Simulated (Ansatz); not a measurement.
# B2Pd (built on the sites of a database entry of Ga2Pt): following an unstable mode, part 2 of 2

Aim: this structure of B2Pd (built on the sites of a database entry of Ga2Pt) is to be tested for unstable modes, and one is followed downhill.

Ansatz 0.2.0; DFT PBEsol, scalar-relativistic, plane waves, norm-conserving pseudopotentials.

So far, highest frequency on the path or at a solved wavevector (cm⁻¹): step 2 (response at finite wavevector) 488. Also lowest frequency on the path (cm⁻¹): step 2 -266.

The structure was built from a prototype and need not be the compound's stable phase.

## 4. The mode frozen in, largest atomic shift 0.32 Å

The atoms are moved along the unstable eigenvector, the largest shift by 0.32 Å, with the cell fixed.

input.yaml reads:

```yaml
crystal:
  lattice:
    - [0.0, 0.0, -5.0055165873]
    - [5.0055165873, 0.0, 0.0]
    - [2.5027582936, -5.0055165873, -2.5027582936]
  atoms:
    - { symbol: B, position: [0.5610705345, 0.625, 0.25] }
    - { symbol: B, position: [0.1889294655, 0.125, 0.25] }
    - { symbol: B, position: [0.375, 0.9389294655, 0.75] }
    - { symbol: B, position: [0.875, 0.3110705345, 0.75] }
    - { symbol: B, position: [0.375, 0.3110705345, 0.75] }
    - { symbol: B, position: [0.875, 0.9389294655, 0.75] }
    - { symbol: B, position: [0.1889294655, 0.625, 0.25] }
    - { symbol: B, position: [0.5610705345, 0.125, 0.25] }
    - { symbol: Pd, position: [0.7649666316, 0.2649666316, 0.4700667368] }
    - { symbol: Pd, position: [0.2350333684, 0.7350333684, 0.5299332632] }
    - { symbol: Pd, position: [0.5149666316, 0.5149666316, -0.0299332632] }
    - { symbol: Pd, position: [0.9850333684, -0.0149666316, 1.0299332632] }
kpoints:
  mp_grid: { grid: [8, 8, 8] }
hamiltonian:
  xc: pbesol
  pseudopotentials: { kind: nc }
scf:
  occupations: { method: methfessel_paxton, width: 0.15 }
output:
  forces: true
  stress: true
  eigenvalues: true
  write_density: true
  write_potential: true
  elf: true
  volumetric_format: npy
```

Started as:

```
$ ansatz run input.yaml --threads 4 --pin off --max-ram 7168MiB --backend cpu --events-out ev --progress --plain --runs-dir out
```

Numbers of over 12 decimals in the logs are rounded to 6 here.

Output:

```text
[...]
Crystal: 12 atoms, lattice volume = 125.414 Å³
Basis set: ecut = 1115.666836 eV, 10647 PW (Γ), exchange–correlation on 120×120×144 points (8 copies of the dense FFT grid, shifted against one another)
Bands: 60, of which v1, the nominal top of the filled ones, is band 48 counted from 1 (47 counted from 0)
Symmetry: 16 space group operations
[...]
k-points: 59 of 512
[...]
k-point 0: bands = [... 44 lower, 11.6145, 11.8003, 11.8003, 13.1333, 13.6826, 15.3074, 17.3940, 17.4645, ... 8 higher]
  k-point 1: bands = [... 44 lower, 11.6262, 12.2822, 12.2822, 13.0526, 13.6717, 15.4105, 17.1917, 17.3195, ... 8 higher]
  k-point 2: bands = [... 44 lower, 11.6671, 12.8114, 13.0716, 13.0716, 13.7216, 15.6971, 16.6500, 16.7987, ... 8 higher]
  k-point 58: bands = [... 44 lower, 13.6337, 13.6337, 13.8403, 13.8403, 15.3153, 15.3153, 16.3159, 16.3159, ... 8 higher]
[key lines of the parts left out:]
SCF converged after 9 iterations
Free energy (F): -15311.253435 eV
Fermi energy:    14.203707 eV
P = ⅓ Tr σ = -0.1208 GPa (-1.208 kbar)
```

Run time: 39 s. Hardware: 4 threads of Arm Neoverse V2, shared host; peak memory 1.6 GiB; 2.6 min of CPU time.

This step gave:

```
pressure                         : -0.1208 GPa
energy from the undistorted cell : -160.8 meV/atom
```

The energy, extrapolated to zero smearing, is -160.79 meV/atom against the undistorted cell.

The run ends at a pressure of -0.12 GPa, with forces up to 3.6 eV/Å.

## 5. Energy along the mode, all amplitudes (two of the runs are shown above)

An imaginary frequency means negative curvature, so the energy should fall and then rise again as anharmonic terms take over.

Numbers from this step:

| Property | Result |
| --- | --- |
| depth at the lowest point sampled | 160.8 meV/atom |
| largest atomic shift at that point | 0.32 Å |

Table of energy from the parent by largest atomic shift:

```
largest atomic shift (Å)  energy from the parent (meV/atom)
                   0.000                                  0
                   0.040                              -3.07
                   0.080                              -12.3
                   0.140                              -40.6
                   0.220                              -96.1
                   0.320                               -161
                   0.450                               -107
                   0.600                                663
```

Displacement at unit largest shift by atom:

```
atom  x (Å)  y (Å)  z (Å)  size
  B1   0.00   0.00   1.00  1.00
  B2   0.00   0.00  -1.00  1.00
  B3   1.00   0.00   0.00  1.00
  B4  -1.00   0.00   0.00  1.00
  B5  -1.00   0.00   0.00  1.00
  B6   1.00   0.00   0.00  1.00
  B7   0.00   0.00  -1.00  1.00
  B8   0.00   0.00   1.00  1.00
 Pd9   0.00   0.47   0.00  0.47
Pd10   0.00  -0.47   0.00  0.47
Pd11   0.00   0.47   0.00  0.47
Pd12   0.00  -0.47   0.00  0.47
```

The lowest of the steps tried is at 0.32 Å, 161 meV/atom below the parent; the bottom of the well need not coincide with a step.

## 6. Relaxation from the frozen mode

Starting from the lowest point found, all atoms and the cell are let go, so that strain and other modes of the same symmetry can join in.

Edit input.yaml of step 4 so:

```diff
@@ -29,5 +29,6 @@
   eigenvalues: true
-  write_density: true
-  write_potential: true
-  elf: true
-  volumetric_format: npy
+relax:
+  adjacent_minimum: "off"
+  f_tol: 0.002
+  max_steps: 120
+  cell: { stress_tol: 0.03 }
```

Output:

```text
[...]
Crystal: 12 atoms, lattice volume = 125.414 Å³
Basis set: ecut = 1115.666836 eV, 10647 PW (Γ), exchange–correlation on 120×120×144 points (8 copies of the dense FFT grid, shifted against one another)
Bands: 60, of which v1, the nominal top of the filled ones, is band 48 counted from 1 (47 counted from 0)
Symmetry: 16 space group operations
[...]
k-points: 59 of 512
[...]
SCF iter   1: F=—  HF=-15336.187885 eV  |F-HF|=—  |Δ(HF+E_count)|=         —  Δρ=2.92e-1  dr2=1.40e2  ethr=3.10e-3  ⟨swp⟩=10.1  Hψ=18737  notcnv=0
[...]
SCF iter   9: F=-15311.253435 eV  HF=-15311.253435 eV  |F-HF|=2.28e-9  |Δ(HF+E_count)|=   4.19e-8  S|Δr|=    0.00e0  Δρ=4.70e-6  dr2=2.55e-8  ethr=1.04e-10  ⟨swp⟩=21.0  Hψ=27404  notcnv=0
SCF 1 converged in 9 iterations: F = -15311.253435 eV  dr2 = 2.55e-8
relax step   1: F+E_penalty+E_count = -15311.25343514 eV  Δ(F+E_penalty+E_count) = +0.000e0 eV  max|allowed force component| = 3.592e0 eV/Å  Δτ_max = 0.0000 Å  P = -0.121 GPa  Ω = 125.414 Å³  (9 SCF iters, dr2 threshold 1.00e-7 eV, accepted)
Crystal: 12 atoms, lattice volume = 120.340 Å³
Basis set: ecut = 1115.666836 eV, 10149 PW (Γ), exchange–correlation on 120×120×144 points (8 copies of the dense FFT grid, shifted against one another)
[...]
SCF iter   8: F=-15312.771957 eV  HF=-15312.771958 eV  |F-HF|=4.05e-7  |Δ(HF+E_count)|=   3.27e-6  S|Δr|=    0.00e0  Δρ=2.34e-5  dr2=6.50e-7  ethr=1.25e-9  ⟨swp⟩=13.6  Hψ=22991  notcnv=0
SCF 2 converged in 8 iterations: F = -15312.771957 eV  dr2 = 6.50e-7
relax step   2: F+E_penalty+E_count = -15312.77195713 eV  Δ(F+E_penalty+E_count) = -1.519e0 eV  max|allowed force component| = 2.072e0 eV/Å  Δτ_max = 0.1569 Å  P = +1.873 GPa  Ω = 120.340 Å³  energy of the carried Pulay correction = +6.407e-4 eV  (8 SCF iters, dr2 threshold 1.20e-6 eV, accepted)
Crystal: 12 atoms, lattice volume = 118.879 Å³
Basis set: ecut = 1115.666836 eV, 10037 PW (Γ), exchange–correlation on 120×120×144 points (8 copies of the dense FFT grid, shifted against one another)
[...]
SCF iter   8: F=-15313.371905 eV  HF=-15313.371905 eV  |F-HF|=1.54e-7  |Δ(HF+E_count)|=   4.23e-6  S|Δr|=    0.00e0  Δρ=1.87e-5  dr2=3.20e-7  ethr=1.25e-9  ⟨swp⟩=10.4  Hψ=25175  notcnv=0
SCF 3 converged in 8 iterations: F = -15313.371905 eV  dr2 = 3.20e-7
relax step   3: F+E_penalty+E_count = -15313.37190458 eV  Δ(F+E_penalty+E_count) = -5.999e-1 eV  max|allowed force component| = 1.107e-1 eV/Å  Δτ_max = 0.1464 Å  P = +1.326 GPa  Ω = 118.879 Å³  energy of the carried Pulay correction = +8.302e-4 eV  (8 SCF iters, dr2 threshold 1.20e-6 eV, accepted)
[...]
relax step   4: F+E_penalty+E_count = -15313.47463306 eV  Δ(F+E_penalty+E_count) = -1.027e-1 eV  max|allowed force component| = 2.280e-1 eV/Å  Δτ_max = 0.0227 Å  P = +0.374 GPa  Ω = 120.074 Å³  energy of the carried Pulay correction = +6.751e-4 eV  (7 SCF iters, dr2 threshold 1.20e-6 eV, accepted)
[...]
relax step   5: F+E_penalty+E_count = -15313.51948789 eV  Δ(F+E_penalty+E_count) = -4.485e-2 eV  max|allowed force component| = 1.912e-2 eV/Å  Δτ_max = 0.0059 Å  P = +0.390 GPa  Ω = 120.703 Å³  energy of the carried Pulay correction = +5.940e-4 eV  (7 SCF iters, dr2 threshold 1.20e-6 eV, accepted)
[...]
relax step   6: F+E_penalty+E_count = -15313.51862268 eV  Δ(F+E_penalty+E_count) = +8.652e-4 eV  max|allowed force component| = 9.773e-3 eV/Å  Δτ_max = 0.0008 Å  P = -0.804 GPa  Ω = 121.350 Å³  energy of the carried Pulay correction = +5.111e-4 eV  (6 SCF iters, dr2 threshold 4.40e-7 eV, rejected (line search))
[...]
relax step   7: F+E_penalty+E_count = -15313.51983996 eV  Δ(F+E_penalty+E_count) = -3.521e-4 eV  max|allowed force component| = 8.719e-3 eV/Å  Δτ_max = 0.0015 Å  P = +0.054 GPa  Ω = 120.885 Å³  energy of the carried Pulay correction = +5.707e-4 eV  (9 SCF iters, accepted)
[...]
relax step   8: F+E_penalty+E_count = -15313.51991917 eV  Δ(F+E_penalty+E_count) = -7.921e-5 eV  max|allowed force component| = 1.475e-3 eV/Å  Δτ_max = 0.0014 Å  P = +0.001 GPa  Ω = 120.945 Å³  energy of the carried Pulay correction = +5.630e-4 eV  (6 SCF iters, dr2 threshold 3.78e-8 eV, accepted)
Basis set: ecut = 1115.666836 eV, 10271 PW (Γ), exchange–correlation on 108×108×144 points (8 copies of the dense FFT grid, shifted against one another)
[...]
SCF iter   6: F=-15313.519791 eV  HF=-15313.519791 eV  |F-HF|=9.09e-12  |Δ(HF+E_count)|=  2.91e-11  S|Δr|=    0.00e0  Δρ=1.06e-7  dr2=9.22e-12  ethr=1.00e-12  ⟨swp⟩=9.8  Hψ=21362  notcnv=0
SCF 9 converged in 6 iterations: F = -15313.519791 eV  dr2 = 9.22e-12
relax step   9: F+E_penalty+E_count = -15313.51979107 eV  Δ(F+E_penalty+E_count) = +1.281e-4 eV  max|allowed force component| = 1.473e-3 eV/Å  Δτ_max = 0.0000 Å  P = -0.004 GPa  Ω = 120.945 Å³  stress off target by 1.57e-2 GPa  SCF on the basis re-selected at this cell (its energy is not comparable with the rows above)  (6 SCF iters)
basis re-selected at this cell: Δ(F+E_penalty+E_count) = +1.281e-4 eV, ΔP = -0.006 GPa vs the last step (what re-selecting the basis moved, of the pressure what is left beyond the Pulay correction that the steps carried, after the strain that the cell walked since its last selection, with what the two solves' SCF thresholds leave and, on support functions, any second-order correction that the steps lacked; it is no measure of the basis error at this ecutwfc). The dense FFT grid was sized anew with the basis: this SCF ran on 54×54×72 points, the steps before it on 60×60×72, so part of this shift can come from that change (see relax.cell in the input reference). [rest of the remark cut]
SCF converged after 6 iterations
[...]
Free energy (F): -15313.519791 eV
[...]
Internal energy: -15313.520389 eV  (E = F + TS)
E sigma→0 (E₀):  -15313.519940 eV
Entropy (-TS):   0.000598 eV (0.050 meV/atom)
Fermi energy:    14.712166 eV
[...]
--- Forces (eV/Å), atoms counted from 1 ---
  atom   1  B      0.00000000    -0.00000000    -0.00144346
  atom   2  B      0.00000000     0.00000000     0.00144346
  atom   3  B     -0.00144346     0.00000000     0.00000000
  atom   4  B      0.00144346    -0.00000000     0.00000000
  atom   5  B      0.00144346    -0.00000000    -0.00000000
  atom   6  B     -0.00144346     0.00000000    -0.00000000
  atom   7  B     -0.00000000     0.00000000     0.00144346
  atom   8  B     -0.00000000    -0.00000000    -0.00144346
  atom   9  Pd     0.00000000     0.00147347    -0.00000000
  atom  10  Pd    -0.00000000    -0.00147347     0.00000000
  atom  11  Pd     0.00000000     0.00147347    -0.00000000
  atom  12  Pd    -0.00000000    -0.00147347     0.00000000
  max |Σ_I F_I| component: 3.36e-17 eV/Å
--- Stress (GPa, compression-positive) ---
       -0.014399       0.000000      -0.000000
        0.000000       0.015707      -0.000000
       -0.000000      -0.000000      -0.014399
  P = ⅓ Tr σ = -0.0044 GPa (-0.044 kbar)
--- Band table (eV; the first three rows and the last of 59) ---
  k-point 0: bands = [... 44 lower, 12.6290, 13.0268, 13.0268, 13.4441, 14.4732, 16.8303, 16.8303, 17.6908, ... 8 higher]
  k-point 1: bands = [... 44 lower, 12.6586, 13.3985, 13.4528, 13.4528, 14.4432, 16.6606, 16.6606, 17.4464, ... 8 higher]
  k-point 2: bands = [... 44 lower, 13.0471, 13.2758, 14.0106, 14.0106, 14.3681, 16.3972, 16.3972, 16.8285, ... 8 higher]
  k-point 58: bands = [... 44 lower, 13.7002, 13.7002, 14.3847, 14.3847, 16.3631, 16.3631, 17.5236, 17.5236, ... 8 higher]
--- Relaxed structure (8 steps of the walk, 7 accepted, 1 SCFs on fresh bases) ---
  F+E_penalty+E_count = -15313.51979107 eV   max|allowed force component| = 1.473e-3 eV/Å   (the final SCF, on the basis selected at the relaxed cell)
  cell:  # Å, volume = 120.9452 Å³
    - [-3.6747168706301176e-18, -2.433861241981796e-11, -4.873121]
    - [4.873121, -2.433862412756792e-11, 3.67471687068859e-18]
    - [2.436561, -5.093005, -2.436561]
  atoms:
    - { symbol: B, position: [0.549414, 0.625000, 0.250000] }
    - { symbol: B, position: [0.200586, 0.125000, 0.25] }
    - { symbol: B, position: [0.375000, 0.950586, 0.750000] }
    - { symbol: B, position: [0.875, 0.299414, 0.750000] }
    - { symbol: B, position: [0.375, 0.299414, 0.750000] }
    - { symbol: B, position: [0.875, 0.950586, 0.750000] }
    - { symbol: B, position: [0.200586, 0.625, 0.25] }
    - { symbol: B, position: [0.549414, 0.125000, 0.250000] }
    - { symbol: Pd, position: [0.793301, 0.293301, 0.413397] }
    - { symbol: Pd, position: [0.206699, 0.706699, 0.586603] }
    - { symbol: Pd, position: [0.543301, 0.543301, -0.086603] }
    - { symbol: Pd, position: [0.956699, -0.043301, 1.086603] }
```

The job ended after 4.6 min (4 threads; peak memory 1.6 GiB; 18 min of CPU time).

The steps of the relaxation:

```
step  energy less that of the first step (eV)  largest force component (eV/Å)  pressure (GPa)  volume (Å³)
   1                                   0.0000                          3.5917           -0.12       125.41
   2                                  -1.5185                          2.0718            1.87       120.34
   3                                  -2.1185                          0.1107            1.33       118.88
   4                                  -2.2212                          0.2280            0.37       120.07
   5                                  -2.2661                          0.0191            0.39       120.70
   6                                  -2.2652                          0.0098           -0.80       121.35
   7                                  -2.2664                          0.0087            0.05       120.89
   8                                  -2.2665                          0.0015            0.00       120.95
  9*                                  -2.2664                          0.0015            0.00       120.95
```

Relaxation steps marked * repeat the geometry before them on a plane-wave basis chosen anew for their cell, so energy and pressure can jump there. Relaxation step 6 was tried and not accepted.

Forces are held to the 16 operations that the run works with; a distortion that breaks them can't arise in this run.

```
conventional cell, symmetrised  before   after  change
                         a (Å)   5.006   4.873  -2.6 %
                         b (Å)   5.006   4.873  -2.6 %
                         c (Å)  10.011  10.186  +1.7 %
              volume (Å³/atom)   10.45   10.08  -3.6 %
```

The atoms that moved most (Å, as changes of fractional coordinates times the final cell):

```
atom      dx      dy      dz  length
 Pd9   0.000   0.289   0.000   0.289
Pd10   0.000  -0.289   0.000   0.289
Pd11   0.000   0.289   0.000   0.289
Pd12   0.000  -0.289   0.000   0.289
  B4  -0.057   0.000   0.000   0.057
  B7   0.000   0.000  -0.057   0.057
  B5  -0.057   0.000   0.000   0.057
  B2   0.000   0.000  -0.057   0.057
```

The relaxed structure:

```xyz
12
Lattice="0.0000 0.0000 -4.8731 4.8731 0.0000 0.0000 2.4366 -5.0930 -2.4366" Properties=species:S:1:pos:R:3 pbc="T T T"
B     3.6548   -1.2733   -3.2865
B     1.2183   -1.2733   -1.5866
B     6.4597   -3.8198   -3.6548
B     3.2865   -3.8198   -6.0914
B     3.2865   -3.8198   -3.6548
B     6.4597   -3.8198   -6.0914
B     3.6548   -1.2733   -1.5866
B     1.2183   -1.2733   -3.2865
Pd    2.4366   -2.1054   -4.8731
Pd    4.8731   -2.9876   -2.4366
Pd    2.4366    0.4411   -2.4366
Pd    2.4366   -5.5341   -7.3097
```

Numbers from this step:

```yaml
pressure: -0.004364 GPa
volume_per_atom: 10.08 Å³
```

The distorted start has space group I4_1/amd; the relaxation ends in I4_1/amd.

## 7. Summary of results

```
unstable mode of the parent                                                      : q = (0.25, -0.5, -0.25), 266i cm⁻¹
depth at the lowest point sampled                                                : 161 meV/atom
largest atomic shift at that point                                               : 0.32 Å
space group reached (within 0.01 Å)                                              : I4_1/amd
energy gained over the parent (first relaxation, on the mesh of the frozen mode) : 350 meV/atom
volume per atom, phase reached                                                   : 10.1 Å³
```

Along this mode the structure falls into I4_1/amd, 350 meV/atom below the parent. At the parent's cell the well is 160.8 meV/atom deep on the steps tried, with its lowest point at a shift of 0.32 Å. Relaxing atoms and cell changes the gain by +188.91 meV/atom against the lowest step (energies at zero smearing). The modes of the phase reached were not computed on this path. Each path keeps the symmetry of its pattern, so a lower phase may lie along a pattern not tried. With no gap, or one that is small against the smearing, the frequencies hang on the k mesh and the smearing, most of all near Kohn anomalies. The starting cell was built on a prototype and not taken from a measurement, so the phase need not exist.

[Logs are printed without paths, hosts, clocks, repeated set-up lines and the standing remarks that a program may print on its own settings, such as how far it seeks lower states.]

[Hosts, paths, dates, database ids (printed as entryN), source tags and the programs' standing remarks are cut or masked in the printed files.]
